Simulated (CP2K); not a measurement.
Two runs for the S L₂,₃ edge of mercaptoethylene. Run A: CP2K XAS_TDP, all-electron GAPW, PBEh(45%), aug-cc-pVTZ, TDA, ZORA, spin–orbit coupling. Run B differs in one setting.

First lines with a strength over 0.0003. A:

| atom | energy (eV) | states | strength, one atom |
| --- | --- | --- | --- |
| S3 (bonded to C and H) | 162.25 | 1 | 0.0042 |
|  | 162.55 | 2 | 0.0009 |
|  | 162.96 | 1 | 0.0014 |
|  | 163.15 | 1 | 0.0004 |
|  | 163.63 | 1 | 0.0009 |

B:

```
                  atom  energy (eV)  states  strength, one atom
S3 (bonded to C and H)       164.39       1              0.0040
                             164.71       1              0.0013
                             165.12       1              0.0017
                             165.27       1              0.0004
                             165.82       1              0.0008
```

Which was it: GW2X switched on, the basis, the functional?

GW2X switched on. GW2X shifts the lines nearly together; each 2p level gets its own shift. The lowest line over the strength cut lies at 164.39 eV, against 162.25 eV (PBEh(45%), aug-cc-pVTZ).

[Banner, clock and machine lines of the logs are left out without a mark of their own.]

[Logs are printed without paths, hosts, clocks, repeated set-up lines and the standing remarks that a program may print on its own settings, such as how far it seeks lower states.]

[Hosts, paths, dates, database ids (printed as entryN), source tags and the programs' standing remarks are cut or masked in the printed files.]
